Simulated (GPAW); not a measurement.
# The O K excitation threshold of MnO2 (Pyrolusite, P4_2/mnm) under uniform strain

For each volume the threshold was computed as E(hole, excited electron kept) − E(ground) (GPAW, LDA, 12-atom cell, total energies on 4×4×4 k points, hole spin-polarised). The values are raw; only their change is used. The threshold is the spectrum's zero, where absorption may be weak, not the visible edge.

| volume | ln(V/V₀) | threshold (eV) |
| --- | --- | --- |
| V × 0.91 | -0.09431 | 524.661 |
| V × 0.97 | -0.03046 | 524.466 |
| V × 1 | +0.00000 | ? |
| V × 1.06 | +0.05827 | 524.198 |

Fit a straight line in ln(V/V₀), give its slope, and predict the threshold at V × 1.

The means of the given rows are x̄ = -0.02217 and Ē = 524.442 eV. Σ(x − x̄)(E − Ē) = -0.03562 and Σ(x − x̄)² = 0.01174, so the slope is -3.03 eV, and the line passes the given rows within 0.001 eV. At x = +0.00000 it gives 524.442 + (-3.03) × (+0.02217) = 524.374 eV. The run gives 524.372 eV, a miss of +0.002 eV over a total move of -0.463 eV. The slope is the clamped-ion volume deformation potential of the Fermi level against the O 1s level, with the hole's relaxation included: the threshold falls by 0.030 eV for 1 % of expansion. The excited electron's band filling changes with volume too and isn't taken out.

[Hosts, paths, dates, database ids (printed as entryN), source tags and the programs' standing remarks are cut or masked in the printed files.]

[Lists of maxima count a maximum above −3 eV only where it reaches 4 % of the highest in the window and stands out from its surroundings by 2 % of it (1.5 % where it reaches 55 %); shoulders and weaker maxima are passed over, and of the rest the first, up to two pre-edge ones and the few strongest are named.]
